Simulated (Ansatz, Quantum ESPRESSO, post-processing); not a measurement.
# Thickness dependence of 1T-PtS2, part 5 of 8

What does each added layer of 1T-PtS2 bring in screening, and what does it do to the gap?

Quantum ESPRESSO 7.5; plane-wave DFT, PBE, GBRV ultrasoft pseudopotentials; geometry by Ansatz 0.2.0 with PAW datasets.

So far. Step 7 (Band structure, 1 layer: no field): Along this path the valence top lies between K and Γ and the conduction bottom between Γ and M. Step 13 (Potential by pp.x, 2 layers): The slope in the vacuum is 0.100 eV/Å for an applied 0.10 V/Å, as it should be.

### 14. Band structure, 2 layers: no field

n2.f0.bands.in

```
&control
  prefix = 'n2.f0.bands'
  outdir = './out'
  pseudo_dir = './pseudo'
  calculation = 'bands'
  tefield = .true.
  dipfield = .true.
/
&system
  ibrav = 0
  nat = 6
  ntyp = 2
  ecutwfc = 40
  ecutrho = 200
  occupations = 'smearing'
  smearing = 'fd'
  degauss = 0.004
  edir = 3
  emaxpos = 0.97
  eopreg = 0.04
  eamp = 0.0
  nbnd = 32
/
&electrons
  conv_thr = 1e-07
  mixing_beta = 0.4
  electron_maxstep = 120
  mixing_mode = 'local-TF'
/
ATOMIC_SPECIES
  S   32.0600  s_pbe_v1.4.uspp.F.UPF
  Pt  195.0840  pt_pbe_v1.4.uspp.F.UPF
CELL_PARAMETERS angstrom
  3.56031340393036 0.00000000000000 -0.00000000000000
  -1.78015670196518 3.08332185323794 0.00000000000000
  -0.00000000000000 0.00000000000000 24.32817278680000
ATOMIC_POSITIONS crystal
  S   0.666666666667 0.333333333333 0.351450382117
  Pt  -0.000000000000 -0.000000000000 0.402473601257
  S   0.333333333333 0.666666666667 0.452209079261
  S   0.666666666667 0.333333333333 0.547790932196
  Pt  0.000000000000 0.000000000000 0.597526400985
  S   0.333333333333 0.666666666667 0.648549604185
K_POINTS crystal_b
4
  0.0000000000 0.0000000000 0.0000000000 12
  0.5000000000 0.0000000000 0.0000000000 12
  0.3333333333 0.3333333333 0.0000000000 12
  0.0000000000 0.0000000000 0.0000000000 1
```

Command:

```sh
$ cp -r out/n2.f0.save out/n2.f0.bands.save
$ cp out/n2.f0.xml out/n2.f0.bands.xml
$ OMP_NUM_THREADS=1 mpirun -n 4 pw.x -nk 4 -in n2.f0.bands.in > n2.f0.bands.out
```

What it wrote:

```text
[banner, memory and clock lines left out]
Program PWSCF v.7.5 starts

          URL

     Presently no symmetry can be used with electric field

     Atomic positions and unit cell read from directory:
     ./out/n2.f0.bands.save/

     G-vector sticks info

     bravais-lattice index     =            0
     lattice parameter (alat)  =       6.7280  a.u.
     unit-cell volume          =    1802.2423 (a.u.)^3
     number of atoms/cell      =            6
     number of atomic types    =            2
     number of electrons       =        56.00
     number of Kohn-Sham states=           32
     kinetic-energy cutoff     =      40.0000  Ry
     charge density cutoff     =     200.0000  Ry
     Exchange-correlation=  SLA  PW   PBX  PBC
                           (   1   4   3   4   0   0   0)

     celldm(1)=   6.728017  celldm(2)=   0.000000  celldm(3)=   0.000000
     celldm(4)=   0.000000  celldm(5)=   0.000000  celldm(6)=   0.000000

     crystal axes: (cart. coord. in units of alat)
               a(1) = (   1.000000   0.000000  -0.000000 )
               a(2) = (  -0.500000   0.866025   0.000000 )
               a(3) = (  -0.000000   0.000000   6.833155 )

     reciprocal axes: (cart. coord. in units 2 pi/alat)
               b(1) = (  1.000000  0.577350  0.000000 )
               b(2) = ( -0.000000  1.154701 -0.000000 )
               b(3) = (  0.000000  0.000000  0.146345 )

     PseudoPot. # 1 for S  read from file:
     ./pseudo/s_pbe_v1.4.uspp.F.UPF
     Pseudo is Ultrasoft + core correction, Zval =  6.0
     Generated by new atomic code, or converted to UPF format
     Using radial grid of  907 points,  6 beta functions with:
                l(1) =   0
                l(2) =   0
                l(3) =   1
                l(4) =   1
                l(5) =   2
                l(6) =   2
     Q(r) pseudized with  8 coefficients,  rinner =    1.300   1.300   1.300
                                                       1.300   1.300

     PseudoPot. # 2 for Pt read from file:
     ./pseudo/pt_pbe_v1.4.uspp.F.UPF
     Pseudo is Ultrasoft + core correction, Zval = 16.0
     Generated by new atomic code, or converted to UPF format
     Using radial grid of  985 points,  6 beta functions with:
                l(1) =   0
                l(2) =   0
                l(3) =   1
                l(4) =   1
                l(5) =   2
                l(6) =   2
     Q(r) pseudized with  8 coefficients,  rinner =    1.300   1.300   1.300
                                                       1.300   1.300

     atomic species   valence    mass     pseudopotential
     S                 6.00    32.06000     S ( 1.00)
     Pt               16.00   195.08400     Pt( 1.00)

     No symmetry found

   Cartesian axes

     site n.     atom                  positions (alat units)
         1        S      tau(   1) = (   0.5000000   0.2886751   2.4015149  )
         2        Pt     tau(   2) = (   0.0000000   0.0000000   2.7501644  )
         3        S      tau(   3) = (  -0.0000000   0.5773503   3.0900147  )
         4        S      tau(   4) = (   0.5000000   0.2886751   3.7431403  )
         5        Pt     tau(   5) = (   0.0000000   0.0000000   4.0829904  )
         6        S      tau(   6) = (  -0.0000000   0.5773503   4.4316399  )

     number of k points=    37  Fermi-Dirac smearing, width (Ry)=  0.0040
                       cart. coord. in units 2pi/alat
        k(    1) = (   0.0000000   0.0000000   0.0000000), wk =   0.0540541
        k(    2) = (   0.0416667   0.0240563   0.0000000), wk =   0.0540541
        k(    3) = (   0.0833333   0.0481125   0.0000000), wk =   0.0540541
        k(    4) = (   0.1250000   0.0721688   0.0000000), wk =   0.0540541
        k(    5) = (   0.1666667   0.0962250   0.0000000), wk =   0.0540541
        k(    6) = (   0.2083333   0.1202813   0.0000000), wk =   0.0540541
        k(    7) = (   0.2500000   0.1443376   0.0000000), wk =   0.0540541
        k(    8) = (   0.2916667   0.1683938   0.0000000), wk =   0.0540541
        k(    9) = (   0.3333333   0.1924501   0.0000000), wk =   0.0540541
        k(   10) = (   0.3750000   0.2165064   0.0000000), wk =   0.0540541
        k(   11) = (   0.4166667   0.2405626   0.0000000), wk =   0.0540541
        k(   12) = (   0.4583333   0.2646189   0.0000000), wk =   0.0540541
        k(   13) = (   0.5000000   0.2886751   0.0000000), wk =   0.0540541
        k(   14) = (   0.4861111   0.3127314   0.0000000), wk =   0.0540541
        k(   15) = (   0.4722222   0.3367877   0.0000000), wk =   0.0540541
        k(   16) = (   0.4583333   0.3608439   0.0000000), wk =   0.0540541
        k(   17) = (   0.4444444   0.3849002   0.0000000), wk =   0.0540541
        k(   18) = (   0.4305556   0.4089564   0.0000000), wk =   0.0540541
        k(   19) = (   0.4166667   0.4330127   0.0000000), wk =   0.0540541
        k(   20) = (   0.4027778   0.4570690   0.0000000), wk =   0.0540541
        k(   21) = (   0.3888889   0.4811252   0.0000000), wk =   0.0540541
        k(   22) = (   0.3750000   0.5051815   0.0000000), wk =   0.0540541
        k(   23) = (   0.3611111   0.5292377   0.0000000), wk =   0.0540541
        k(   24) = (   0.3472222   0.5532940   0.0000000), wk =   0.0540541
        k(   25) = (   0.3333333   0.5773503   0.0000000), wk =   0.0540541
        k(   26) = (   0.3055556   0.5292377   0.0000000), wk =   0.0540541
        k(   27) = (   0.2777778   0.4811252   0.0000000), wk =   0.0540541
        k(   28) = (   0.2500000   0.4330127   0.0000000), wk =   0.0540541
        k(   29) = (   0.2222222   0.3849002   0.0000000), wk =   0.0540541
        k(   30) = (   0.1944444   0.3367877   0.0000000), wk =   0.0540541
        k(   31) = (   0.1666667   0.2886751   0.0000000), wk =   0.0540541
        k(   32) = (   0.1388889   0.2405626   0.0000000), wk =   0.0540541
        k(   33) = (   0.1111111   0.1924501   0.0000000), wk =   0.0540541
        k(   34) = (   0.0833333   0.1443376   0.0000000), wk =   0.0540541
        k(   35) = (   0.0555556   0.0962250   0.0000000), wk =   0.0540541
        k(   36) = (   0.0277778   0.0481125   0.0000000), wk =   0.0540541
        k(   37) = (   0.0000000   0.0000000   0.0000000), wk =   0.0540541

     Dense  grid:    85947 G-vectors     FFT dimensions: (  32,  32, 216)

     Smooth grid:    61715 G-vectors     FFT dimensions: (  27,  27, 192)

     The potential is recalculated from file :
     ./out/n2.f0.bands.save/charge-density

     negative rho (up, down):  3.389E-01 0.000E+00

     Adding external electric field

     Computed dipole along edir(3) :
        Dipole               -0.0000 Ry au,         -0.0001 Debye
        Dipole field         -0.0000 Ry au,

[...]
k = 0.4583 0.3608 0.0000 (  7734 PWs)   bands (ev):

   -52.5530 -52.5526 -52.5389 -52.5386 -52.4374 -52.4370 -12.3207 -12.1197
   -11.8316 -11.7392  -6.1792  -6.0105  -4.8720  -4.7183  -4.2004  -3.7498
    -3.5961  -3.0545  -2.6055  -2.3189  -2.0075  -1.9365  -1.8846  -1.8492
    -1.5053  -1.0130  -0.8769  -0.3553   2.6477   2.9106   3.1274   3.4756

          k = 0.4444 0.3849 0.0000 (  7720 PWs)   bands (ev):

   -52.5526 -52.5523 -52.5395 -52.5392 -52.4374 -52.4370 -12.2959 -12.0979
   -11.8284 -11.7478  -6.1148  -5.9620  -4.9102  -4.7511  -4.1346  -3.7515
    -3.5876  -3.0880  -2.8657  -2.5341  -2.0014  -1.9590  -1.9044  -1.8733
    -1.3988  -0.9108  -0.7380  -0.2854   2.5718   2.8796   2.9599   3.4488

          k = 0.4306 0.4090 0.0000 (  7710 PWs)   bands (ev):

   -52.5522 -52.5519 -52.5403 -52.5400 -52.4373 -52.4370 -12.2660 -12.0727
   -11.8240 -11.7577  -6.0328  -5.9009  -4.9473  -4.7848  -4.0798  -3.7801
    -3.5889  -3.1335  -3.0873  -2.7312  -1.9873  -1.9808  -1.9151  -1.9086
    -1.2795  -0.8491  -0.6257  -0.2120   2.5118   2.7697   2.8389   3.4249

          k = 0.4167 0.4330 0.0000 (  7712 PWs)   bands (ev):

   -52.5517 -52.5514 -52.5412 -52.5409 -52.4373 -52.4369 -12.2322 -12.0463
   -11.8183 -11.7679  -5.9339  -5.8285  -4.9810  -4.8162  -4.0736  -3.8585
    -3.6009  -3.2273  -3.1810  -2.8819  -2.0216  -1.9955  -1.9570  -1.8779
    -1.1532  -0.8156  -0.5410  -0.1508   2.4685   2.5796   2.7989   3.3953

          k = 0.4028 0.4571 0.0000 (  7720 PWs)   bands (ev):

   -52.5511 -52.5508 -52.5422 -52.5419 -52.4373 -52.4369 -12.1960 -12.0219
   -11.8111 -11.7768  -5.8190  -5.7464  -5.0107  -4.8429  -4.1639  -3.9995
    -3.5839  -3.2740  -3.2117  -2.9831  -2.0628  -2.0328  -2.0190  -1.8129
    -1.0244  -0.7972  -0.4835  -0.1118   2.4066   2.4308   2.7755   3.3564

          k = 0.3889 0.4811 0.0000 (  7704 PWs)   bands (ev):

   -52.5505 -52.5501 -52.5432 -52.5429 -52.4372 -52.4369 -12.1591 -12.0031
   -11.8026 -11.7825  -5.6894  -5.6571  -5.0366  -4.8633  -4.3292  -4.1881
    -3.5169  -3.2666  -3.2185  -3.0498  -2.1206  -2.0838  -2.0760  -1.7429
    -0.8981  -0.7835  -0.4512  -0.0988   2.2637   2.3828   2.7845   3.3074

          k = 0.3750 0.5052 0.0000 (  7723 PWs)   bands (ev):

   -52.5498 -52.5494 -52.5443 -52.5440 -52.4372 -52.4368 -12.1230 -11.9936
   -11.7933 -11.7836  -5.5645  -5.5472  -5.0604  -4.8771  -4.5108  -4.3969
    -3.4255  -3.2356  -3.2115  -3.0936  -2.2080  -2.1327  -2.1195  -1.6787
    -0.7815  -0.7668  -0.4378  -0.1126   2.1606   2.3202   2.8273   3.2492

          k = 0.3611 0.5292 0.0000 (  7709 PWs)   bands (ev):

   -52.5490 -52.5487 -52.5454 -52.5450 -52.4371 -52.4368 -12.0889 -11.9953
   -11.7843 -11.7805  -5.4754  -5.3959  -5.0864  -4.8862  -4.6696  -4.6011
    -3.3347  -3.2070  -3.1924  -3.1161  -2.3053  -2.1720  -2.1585  -1.6280
    -0.7424  -0.6900  -0.4265  -0.1530   2.1032   2.2508   2.8928   3.1837

          k = 0.3472 0.5533 0.0000 (  7711 PWs)   bands (ev):

   -52.5482 -52.5478 -52.5464 -52.5460 -52.4371 -52.4368 -12.0576 -12.0078
   -11.7772 -11.7761  -5.4032  -5.2446  -5.1191  -4.9056  -4.7763  -4.7661
    -3.2667  -3.2158  -3.1446  -3.1193  -2.3887  -2.2003  -2.1869  -1.5964
    -0.7093  -0.6519  -0.3850  -0.2186   2.0927   2.1838   2.9680   3.1138

          k = 0.3333 0.5774 0.0000 (  7713 PWs)   bands (ev):

   -52.5474 -52.5473 -52.5470 -52.5469 -52.4371 -52.4368 -12.0297 -12.0296
   -11.7743 -11.7740  -5.3733  -5.1455  -5.1454  -4.9558  -4.8147  -4.8144
    -3.2324  -3.2324  -3.1185  -3.1183  -2.4246  -2.2112  -2.1979  -1.5861
    -0.6711  -0.6710  -0.3045  -0.3043   2.1255   2.1256   3.0424   3.0424

          k = 0.3056 0.5292 0.0000 (  7697 PWs)   bands (ev):

   -52.5488 -52.5484 -52.5455 -52.5452 -52.4371 -52.4368 -12.1000 -11.9858
   -11.7876 -11.7866  -5.4384  -5.3287  -5.1298  -4.8348  -4.7383  -4.6504
    -3.2734  -3.2710  -3.2005  -3.1474  -2.2759  -2.1580  -2.1458  -1.6153
    -0.7801  -0.6659  -0.4385  -0.1065   2.0467   2.2892   2.9102   3.1549

          k = 0.2778 0.4811 0.0000 (  7709 PWs)   bands (ev):

   -52.5496 -52.5492 -52.5437 -52.5433 -52.4373 -52.4369 -12.2138 -11.9818
   -11.8187 -11.8149  -5.4702  -5.4655  -5.1172  -4.7725  -4.5980  -4.3712
    -3.4678  -3.3338  -3.3031  -3.1964  -2.0053  -1.9983  -1.9556  -1.6517
    -0.9026  -0.8836  -0.3534   0.0866   2.0185   2.4922   2.8344   3.1737

          k = 0.2500 0.4330 0.0000 (  7681 PWs)   bands (ev):

   -52.5495 -52.5492 -52.5419 -52.5415 -52.4374 -52.4371 -12.3837 -12.0809
   -11.8531 -11.7969  -5.4800  -5.3941  -5.1248  -4.7273  -4.4935  -4.1916
    -3.6513  -3.4345  -3.4126  -3.1994  -1.8300  -1.8220  -1.6235  -1.5972
    -1.0348  -0.9486  -0.2275   0.2557   2.0356   2.5560   2.9256   3.0640

          k = 0.2222 0.3849 0.0000 (  7663 PWs)   bands (ev):

   -52.5486 -52.5483 -52.5401 -52.5397 -52.4377 -52.4374 -12.6065 -12.2667
   -11.8769 -11.7403  -5.3747  -5.3241  -5.0816  -4.7222  -4.4482  -4.1431
    -3.7886  -3.5156  -3.4913  -3.1785  -1.8013  -1.7394  -1.4869  -1.2261
    -0.9096  -0.7831  -0.1173   0.3913   2.0977   2.5181   2.8295   3.0839

          k = 0.1944 0.3368 0.0000 (  7677 PWs)   bands (ev):

   -52.5470 -52.5466 -52.5385 -52.5381 -52.4381 -52.4377 -12.8625 -12.4987
   -11.8884 -11.6673  -5.3741  -5.2071  -4.9461  -4.7784  -4.4278  -4.1575
    -3.8860  -3.5291  -3.4966  -3.1920  -1.8525  -1.7568  -1.2162  -0.8232
    -0.6290  -0.4348  -0.0409   0.4943   2.2061   2.4918   2.5254   3.1621

          k = 0.1667 0.2887 0.0000 (  7707 PWs)   bands (ev):

   -52.5447 -52.5444 -52.5370 -52.5367 -52.4384 -52.4381 -13.1282 -12.7488
   -11.8907 -11.5856  -5.4549  -5.0727  -4.9093  -4.8806  -4.4568  -4.1458
    -3.8264  -3.4726  -3.4164  -3.2291  -1.8538  -1.7610  -0.8655  -0.4606
    -0.3439  -0.0698  -0.0018   0.5895   2.1798   2.4269   2.5195   3.1350

          k = 0.1389 0.2406 0.0000 (  7699 PWs)   bands (ev):

   -52.5420 -52.5417 -52.5358 -52.5354 -52.4388 -52.4385 -13.3827 -12.9940
   -11.8875 -11.5007  -5.5184  -5.0688  -4.9796  -4.9783  -4.6182  -4.1030
    -3.5455  -3.3712  -3.2676  -3.1886  -1.7788  -1.7109  -0.5037  -0.3376
    -0.0343   0.0210   0.1521   0.7413   2.0328   2.6308   2.6389   3.0389

          k = 0.1111 0.1925 0.0000 (  7681 PWs)   bands (ev):

   -52.5393 -52.5389 -52.5347 -52.5344 -52.4392 -52.4389 -13.6100 -13.2164
   -11.8819 -11.4187  -5.5498  -5.1563  -5.0827  -5.0607  -4.8240  -4.1397
    -3.2233  -3.1811  -3.0692  -3.0467  -1.6205  -1.5874  -0.4116  -0.2168
     0.0245   0.1509   0.1962   0.9589   2.1431   2.7304   2.8810   3.0333

          k = 0.0833 0.1443 0.0000 (  7687 PWs)   bands (ev):

   -52.5367 -52.5363 -52.5339 -52.5335 -52.4396 -52.4392 -13.7978 -13.4020
   -11.8762 -11.3459  -5.5492  -5.2383  -5.1819  -5.1499  -5.0145  -4.2506
    -2.9714  -2.9446  -2.8731  -2.8537  -1.3796  -1.3658  -0.5825  -0.0748
    -0.0167   0.1609   0.1970   1.1449   2.4973   2.7066   3.1069   3.2687

          k = 0.0556 0.0962 0.0000 (  7703 PWs)   bands (ev):

   -52.5346 -52.5343 -52.5333 -52.5330 -52.4399 -52.4395 -13.9377 -13.5412
   -11.8717 -11.2885  -5.5265  -5.2934  -5.2611  -5.2278  -5.1649  -4.3671
    -2.7832  -2.7559  -2.7204  -2.6939  -1.1369  -1.0438  -0.7122  -0.0903
    -0.0667   0.1148   0.1729   1.1593   2.8266   2.9168   3.3137   3.5138

          k = 0.0278 0.0481 0.0000 (  7709 PWs)   bands (ev):

   -52.5333 -52.5329 -52.5329 -52.5326 -52.4401 -52.4397 -14.0238 -13.6272
   -11.8690 -11.2518  -5.4975  -5.3218  -5.3120  -5.2803  -5.2634  -4.4500
    -2.6555  -2.6421  -2.6217  -2.6091  -1.1019  -0.6927  -0.6082  -0.1534
    -0.1230   0.0782   0.1089   1.0075   3.0825   3.1673   3.5625   3.6638

          k = 0.0000 0.0000 0.0000 (  7677 PWs)   bands (ev):

   -52.5328 -52.5328 -52.5325 -52.5325 -52.4401 -52.4397 -14.0529 -13.6563
   -11.8680 -11.2392  -5.4830  -5.3295  -5.3295  -5.2993  -5.2993  -4.4799
    -2.6086  -2.6086  -2.5838  -2.5838  -1.1321  -0.5033  -0.5014  -0.1754
    -0.1754   0.0623   0.0623   0.9056   3.2254   3.2254   3.7044   3.7044

     XML data file, pseudopotentials, collected wavefunctions

                                        0.00s GPU  (     286 calls)
```

The job ended after 22 s (4 MPI ranks of Intel Xeon 6975P-C (Granite Rapids), shared host; peak memory 0.46 GiB).

Numbers from this step:

- dipole along the normal: -2.08e-5 e·Å
- conduction bottom, on the run's zero: 1.946 eV
- gap by band count: 0.7864 eV

Band numbers count within the set of bands kept for display. The electronic bands at the labelled points (eV, zero at the highest filled level of the SCF mesh; v1 is the highest filled band, c1 the lowest empty one):

| point | v4 | v3 | v2 | v1 | c1 | c2 | c3 | c4 |
| --- | --- | --- | --- | --- | --- | --- | --- | --- |
| Γ | -1.32 | -1.08 | -1.08 | -0.24 | 2.08 | 2.08 | 2.56 | 2.56 |
| halfway | -1.46 | -1.17 | -1.11 | -0.57 | 0.80 | 1.60 | 1.61 | 2.19 |
| M | -2.74 | -2.55 | -2.46 | -1.59 | 1.69 | 1.77 | 2.17 | 2.45 |
| halfway | -2.30 | -1.96 | -1.69 | -1.30 | 1.32 | 1.43 | 1.65 | 2.25 |
| K | -1.82 | -1.82 | -1.45 | -1.45 | 0.98 | 0.98 | 1.90 | 1.90 |
| halfway | -1.49 | -1.21 | -1.15 | -0.56 | 1.04 | 1.28 | 1.37 | 1.99 |
| Γ | -1.32 | -1.08 | -1.08 | -0.24 | 2.08 | 2.08 | 2.56 | 2.56 |

Along this path the valence top lies between Γ and M and the conduction bottom between Γ and M.

### 15. Polarisability from the dipole between 0 and 0.1 V/A, 2 layers

Numbers from this step:

| Item | Value |
| --- | --- |
| change of slope in the vacuum | 0.10000 eV/Å |
| polarisability a cell | 7.783 Å³ |
| sheet polarisability 4πα/A | 8.909 Å |

The change of the potential energy, second field less first by z:

| z (Å) | change of the potential energy, second field less first (eV) |
| --- | --- |
| 0 | -0.384 |
| 1 | -0.670 |
| 2 | -0.570 |
| 3 | -0.470 |
| 4 | -0.370 |
| 5 | -0.270 |
| 6 | -0.171 |
| 7 | -0.0808 |
| 8 | -0.0273 |
| 9 | -0.0157 |
| 10 | -0.0147 |
| 11 | -0.0130 |
| 12 | -0.00234 |
| 13 | 0.0105 |
| 14 | 0.0146 |
| 15 | 0.0161 |
| 16 | 0.0214 |
| 17 | 0.0586 |
| 18 | 0.142 |
| 19 | 0.240 |
| 20 | 0.339 |
| 21 | 0.439 |
| 22 | 0.539 |
| 23 | 0.639 |
| 24 | 0.103 |

[end of part 5 of 8]

[Logs are printed without paths, hosts, clocks, repeated set-up lines and the standing remarks that a program may print on its own settings, such as how far it seeks lower states.]

[Hosts, paths, dates, database ids (printed as entryN), source tags and the programs' standing remarks are cut or masked in the printed files.]

[Maps of the electrostatic potential energy from Ansatz leave out the sawtooth potential of an applied field or a dipole correction, so their vacuum need not be flat; planar profiles and work functions include it.]
